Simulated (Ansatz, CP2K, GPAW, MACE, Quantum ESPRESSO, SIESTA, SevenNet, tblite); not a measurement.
**tblite on H-capped AlP nanocrystal (rod) (34 atoms): settings against a plane-wave reference**

Wanted: tblite inputs and outputs for H-capped AlP nanocrystal (rod) (34 atoms), checked against a plane-wave reference.

Calculated with tblite 0.8.0; the method is named at each step.

### 1. The starting structure

The cell holds 34 atoms: 6 P, 6 Al and 22 H. Its edges and angles: a = 15.829 Å, b = 15.829 Å, c = 21.292 Å, α = 90.0°, β = 90.0°, γ = 90.0°. It derives from AlP (zinc-blende). Rod of size parameter 3.1 Å cut from zinc-blende AlP (a = 5.463 Å), atoms with fewer than two neighbours dropped, broken bonds capped with H, 10 Å of vacuum. Then every atom was moved at random, 0.03 Å r.m.s. a Cartesian component (hydrogen 0.6 of that). Regions: crystal, 12 atoms (6 P and 6 Al); hydrogen, 22 atoms (22 H). Vacuum lies along a, b and c.

The yardstick, on the same geometry:

| Item | Value |
| --- | --- |
| method | Kohn-Sham DFT, PBE, SSSP efficiency 1.3.0 pseudopotentials, plane waves (Quantum ESPRESSO 7.5); sssp-pbe-1.3.0-efficiency, cutoffs 45/360 Ry, Γ point |
| r.m.s. force component | 0.8536 eV/Å |
| longest force | 3.87 eV/Å |
| gap (highest filled to lowest empty level) | 3.079 eV |
| time | 4.9 min on 4 MPI ranks of Arm Neoverse V2, shared host |
| CPU time | 20 min |

### 2. GFN2-xTB

Method: GFN2-xTB tight binding, diagonalisation.

The input, run.py:

```python
import numpy as np
from ase.io import read
from tblite.ase import TBLite

atoms = read("structure.xyz")
atoms.calc = TBLite(method="GFN2-xTB", electronic_temperature=580, accuracy=1.0, max_iterations=250, mixer_damping=0.1, verbosity=1)
energy = atoms.get_potential_energy()
forces = atoms.get_forces()
print(f"energy {energy:.6f} eV")
print("forces (eV/A)")
for i, (a, f) in enumerate(zip(atoms, forces)):
    print(f"{i:4d} {a.symbol:2s} {f[0]:10.5f} {f[1]:10.5f} {f[2]:10.5f}")
print("charges (e)")
print(np.array2string(atoms.get_charges(), precision=4, suppress_small=True, max_line_width=110, threshold=100000))
```

The input, structure.xyz:

```xyz
34
Lattice="15.82930 0.00000 0.00000 0.00000 15.82930 0.00000 0.00000 0.00000 21.29230" Properties=species:S:1:pos:R:3 pbc="T T T"
P 5.82297 8.55574 8.60550
P 5.83721 8.54909 14.06655
P 8.51015 5.83705 8.65426
P 8.50524 5.83658 13.98798
P 8.49099 8.53231 5.78938
Al 7.17051 9.89300 7.26557
Al 9.93922 7.16656 7.24109
Al 7.19315 7.22703 9.95436
P 8.54576 8.53168 11.26895
Al 7.20835 9.86672 12.57097
Al 9.93890 7.21784 12.68063
Al 7.22497 7.14424 15.40349
H 4.96660 9.36446 9.39842
H 5.02232 7.71409 7.76019
H 4.94666 7.75018 13.19952
H 5.06886 9.32726 14.81965
H 7.75952 5.01377 7.75615
H 9.34103 4.95790 9.35605
H 9.40672 5.00649 14.84669
H 7.71346 4.99035 13.18419
H 7.73309 7.77852 5.04223
H 9.35654 9.36636 4.99517
H 8.11679 10.84766 8.09831
H 6.23579 10.82708 6.30359
H 10.82487 8.11473 8.13430
H 10.78482 6.27774 6.32701
H 6.24260 6.27695 10.87632
H 9.32124 9.39295 10.45324
H 8.11236 10.85510 13.56618
H 6.29800 10.85653 11.73121
H 10.88613 6.27078 11.74909
H 10.81743 8.05854 13.59045
H 6.30354 6.29056 16.28073
H 8.11426 8.09210 16.26157
```

The run is started by

```sh
> OMP_NUM_THREADS=1 python run.py > output.txt
```

The log of the run:

```text
------------------------------------------------------------
  cycle        total energy    energy error   density error
------------------------------------------------------------
      1     -32.32663937802  -3.2562978E+01   4.1568324E-01
      2     -32.43590981962  -1.0927044E-01   3.6807644E-01
      3     -32.52338770024  -8.7477881E-02   1.9726790E-01
      4     -32.41146979048   1.1191791E-01   2.1715759E-01
      5     -32.42170115581  -1.0231365E-02   1.9757874E-01
      6     -32.70995357027  -2.8825241E-01   1.0996823E-01
      7     -32.75060533312  -4.0651763E-02   8.1265963E-02
      8     -32.81355249771  -6.2947165E-02   2.1981443E-02
      9     -32.81340606121   1.4643650E-04   1.6372653E-02
     10     -32.81414853129  -7.4247008E-04   1.0599212E-02
     11     -32.81414409343   4.4378606E-06   7.5036486E-03
     12     -32.81420966758  -6.5574147E-05   3.3116289E-03
     13     -32.81422682687  -1.7159291E-05   2.0416199E-03
     14     -32.81421994746   6.8794031E-06   1.2488143E-03
     15     -32.81422417755  -4.2300897E-06   7.9774816E-04
     16     -32.81422198134   2.1962081E-06   9.2264676E-04
     17     -32.81422845651  -6.4751602E-06   3.1271312E-04
     18     -32.81422908980  -6.3329801E-07   1.4843231E-04
     19     -32.81422915659  -6.6785375E-08   1.0296251E-04
     20     -32.81422915032   6.2713923E-09   7.3056936E-05
     21     -32.81422916831  -1.7996335E-08   4.4648917E-05
     22     -32.81422917905  -1.0738248E-08   2.5524509E-05
     23     -32.81422918387  -4.8166839E-09   8.2653228E-06
------------------------------------------------------------
 total:                                   0.240 sec
energy -892.920657 eV
forces (eV/A)
   0 P    -0.50803   -0.32636   -0.04860
   1 P     0.92929   -1.41693   -1.86069
   2 P     0.15509   -0.26118   -0.85515
   3 P     0.85534   -0.52568    0.09148
   4 P     1.81570    1.31840    2.10176
   5 Al   -0.05838    2.20922   -1.11785
   6 Al    0.82252    0.26578   -0.25483
   7 Al   -0.87810   -0.72443    1.22054
   8 P     0.62665   -0.18699   -0.48930
   9 Al   -0.31463    2.28221    0.93016
  10 Al    1.30390   -0.58934   -0.74761
  11 Al   -0.57666    0.30267    1.33698
  12 H     0.11157   -0.59107   -0.58932
  13 H    -0.01613    0.61898    0.66582
  14 H     0.35667    0.86096    0.98340
  15 H    -1.05733    0.49626    0.43123
  16 H     0.48777    0.06126    0.63664
  17 H    -0.40007    0.01867   -0.31602
  18 H    -1.14193    0.48414   -1.10457
  19 H     0.45133   -0.24448    0.44624
  20 H    -0.86930   -0.86881   -1.76960
  21 H    -0.94910   -0.86913    0.19435
  22 H     0.03215   -0.56419    0.11140
  23 H     0.21863   -0.65386    0.33548
  24 H    -0.41114    0.03761    0.04173
  25 H    -0.08941   -0.26997   -0.18542
  26 H     0.33306    0.37379   -0.26451
  27 H    -0.21122   -0.22971    0.31809
  28 H    -0.25859   -0.83410   -0.32910
  29 H    -0.08886   -0.49984   -0.15218
  30 H    -0.59571    0.15775    0.14717
  31 H    -0.07831    0.34588    0.41942
  32 H    -0.19367   -0.26857   -0.03317
  33 H     0.19690    0.09106   -0.29397
charges (e)
[-0.0522 -0.1463 -0.0851 -0.0861 -0.1647  0.3446  0.3548  0.3214 -0.2016  0.3538  0.3627  0.3496  0.1181
  0.081   0.0668  0.1058  0.0751  0.1152  0.0711  0.0974  0.1146  0.0951 -0.1986 -0.2407 -0.1923 -0.2084
 -0.2242  0.1062 -0.2224 -0.2525 -0.2591 -0.1795 -0.2286 -0.1911]
```

The job ended after 0.7 s (1 thread of Arm Neoverse V2, shared host; peak memory 0.24 GiB).

Banners, paths, timers and routine set-up lines are dropped from the logs unmarked, and long logs keep their key lines alone; longer cuts are marked.

Numbers from this run, and their distance from the reference:

```
r.m.s. force component                  : 0.7579 eV/Å
r.m.s. difference of force components   : 361 meV/Å
longest difference of force vectors     : 1141 meV/Å
force difference over r.m.s. force      : 42.29 %
slope of forces against the reference's : 0.8047
correlation of force components         : 0.9064
```

Length of the force difference by element (eV/Å):

```
element  atoms  mean  most
     Al      6  0.49  0.72
      H     22  0.57   1.1
      P      6  0.69   1.1
```

A closer look about H31, whose charge lies farthest from its element's mean: 9 atoms, nearest first, numbered in the order of the input, with positions taken from that point.

```
atom      x      y      z  distance (Å)  bonds  Mulliken charge (e)     Fx     Fy  Fz (eV/Å)
 H31   0.00   0.00   0.00          0.00      1                -0.26  -0.60   0.16       0.15
Al11  -0.95   0.95   0.93          1.63      4                 0.36   1.30  -0.59      -0.75
 H32  -0.07   1.79   1.84          2.57      1                -0.18  -0.08   0.35       0.42
 H18  -1.55  -1.31  -2.39          3.14      1                 0.12  -0.40   0.02      -0.32
  P9  -2.34   2.26  -0.48          3.29      4                -0.20   0.63  -0.19      -0.49
  P4  -2.38  -0.43   2.24          3.30      4                -0.09   0.86  -0.53       0.09
 H19  -1.48  -1.26   3.10          3.66      1                 0.07  -1.14   0.48      -1.10
 H20  -3.17  -1.28   1.44          3.71      1                 0.10   0.45  -0.24       0.45
 H28  -1.56   3.12  -1.30          3.73      1                 0.11  -0.21  -0.23       0.32
```

Atoms are counted from 1 here, from 0 in the log.

Forces lie 42 % from the reference's, at 5.9e-4 times its CPU time (on 1 against 4 cores).

### 3. GFN1-xTB

Method: GFN1-xTB tight binding, diagonalisation.

Edit run.py of step 2 so:

```diff
@@ -5,3 +5,3 @@
 atoms = read("structure.xyz")
-atoms.calc = TBLite(method="GFN2-xTB", electronic_temperature=580, accuracy=1.0, max_iterations=250, mixer_damping=0.1, verbosity=1)
+atoms.calc = TBLite(method="GFN1-xTB", electronic_temperature=580, accuracy=1.0, max_iterations=250, mixer_damping=0.1, verbosity=1)
 energy = atoms.get_potential_energy()
```

structure.xyz is that of step 2.

The log of the run:

```text
------------------------------------------------------------
  cycle        total energy    energy error   density error
------------------------------------------------------------
      1     -35.43901548609  -3.5608720E+01   3.1130306E-01
      2     -35.51141249713  -7.2397011E-02   2.7961609E-01
      3     -35.49952871780   1.1883779E-02   1.1985220E-01
      4     -35.56765274987  -6.8124032E-02   4.2437308E-02
      5     -35.56876959054  -1.1168407E-03   2.9987170E-02
      6     -35.57194355385  -3.1739633E-03   7.0322202E-03
      7     -35.57225391552  -3.1036167E-04   3.0993107E-03
      8     -35.57231033911  -5.6423588E-05   1.9228308E-03
      9     -35.57233524701  -2.4907898E-05   6.8516124E-04
     10     -35.57233638695  -1.1399423E-06   4.6457117E-04
     11     -35.57233786154  -1.4745821E-06   1.2367542E-04
     12     -35.57233793795  -7.6414786E-08   5.2490030E-05
     13     -35.57233790281   3.5143273E-08   6.3455153E-05
     14     -35.57233794651  -4.3703253E-08   1.1866427E-05
------------------------------------------------------------
 total:                                   0.162 sec
energy -967.972620 eV
forces (eV/A)
   0 P     0.70954   -0.34394   -0.32968
   1 P     1.95569   -1.48737   -1.93542
   2 P     0.18012    0.86107   -1.16503
   3 P     0.87989    0.64255    0.20691
   4 P     1.78491    1.28374    3.30363
   5 Al   -0.17870    1.04995   -1.01156
   6 Al   -0.13826    0.17290   -0.17884
   7 Al   -0.55185   -0.37887    0.90509
   8 P     0.06376   -0.55320    0.33720
   9 Al   -0.14990    1.11291    0.68444
  10 Al    0.33713   -0.57675   -0.83837
  11 Al   -0.51963    0.19525    0.38201
[...]
29 H    -0.17715   -0.04061   -0.14112
  30 H    -0.21460    0.08026    0.12055
  31 H     0.13635    0.32425    0.41309
  32 H    -0.25868   -0.33737    0.25624
  33 H     0.13752    0.02562   -0.10884
charges (e)
[-0.0431 -0.0595 -0.0532 -0.0396 -0.0811  0.2352  0.2411  0.2079 -0.0949  0.2386  0.2521  0.2396  0.0958
  0.0682  0.0477  0.089   0.0613  0.0914  0.0655  0.0713  0.0863  0.0812 -0.1501 -0.1874 -0.1523 -0.1599
 -0.197   0.0734 -0.1826 -0.1808 -0.1938 -0.1409 -0.1737 -0.1559]
```

Wall time 0.62 s (1 thread); peak memory 0.24 GiB.

Compared with the plane-wave run:

* r.m.s. force component: 0.7405 eV/Å
* r.m.s. difference of force components: 365.6 meV/Å
* longest difference of force vectors: 1116 meV/Å
* force difference over r.m.s. force: 42.82 %
* slope of forces against the reference's: 0.7846
* correlation of force components: 0.9044

Against the first run (42 %), the force difference from the reference is 43 %, at 0.88 times the CPU time (14 SCF steps against 23).

### 4. The ladder

Differences are against the plane-wave reference, forces as r.m.s. over components; share is that over the reference's r.m.s. force, slope the least-squares factor from reference forces to these. Total energies of different programs have different zeros and aren't compared.

```
            run  Δ force, r.m.s. (meV/Å)  share (%)  slope  cores  CPU time  memory (GiB)
      reference                        -          -      -      4    20 min           7.7
tblite GFN2-xTB                      361       42.3  0.805      1    0.69 s          0.24
tblite GFN1-xTB                      366       42.8  0.785      1    0.61 s          0.24
```

CPU time is summed over cores on a shared host, where runs went side by side, so it is rough. Symmetry, cutoffs, thresholds, outputs and thread counts weren't matched or tuned between programs; memory under MPI is the largest rank's times the ranks.

### 5. Summary of results

| Item | Value |
| --- | --- |
| nearest in forces | tblite GFN2-xTB, 42 % |
| its CPU time | 0.69 s |

What this shows: Tight binding differs by 42 % (tblite GFN2-xTB) to 43 % (tblite GFN1-xTB); it is another model, with fitted parameters of its own, and the xTB methods hold dispersion. Of the electronic-structure runs that take under half the reference's CPU time, tblite GFN2-xTB is among the nearest, at 42 % in 0.69 s against 20 min. Periodic xTB results under one method name differ between programs and library versions. Caps of real hydrogen don't mimic the fractional bonds of a polar compound, so surface states and strained caps may belong to the model.

[Also dropped from logs without a mark: logging warnings of Python, and SIESTA's first energy breakdown and zero terms.]

[Logs are printed without paths, hosts, clocks, repeated set-up lines and the standing remarks that a program may print on its own settings, such as how far it seeks lower states.]

[Hosts, paths, dates, database ids (printed as entryN), source tags and the programs' standing remarks are cut or masked in the printed files.]
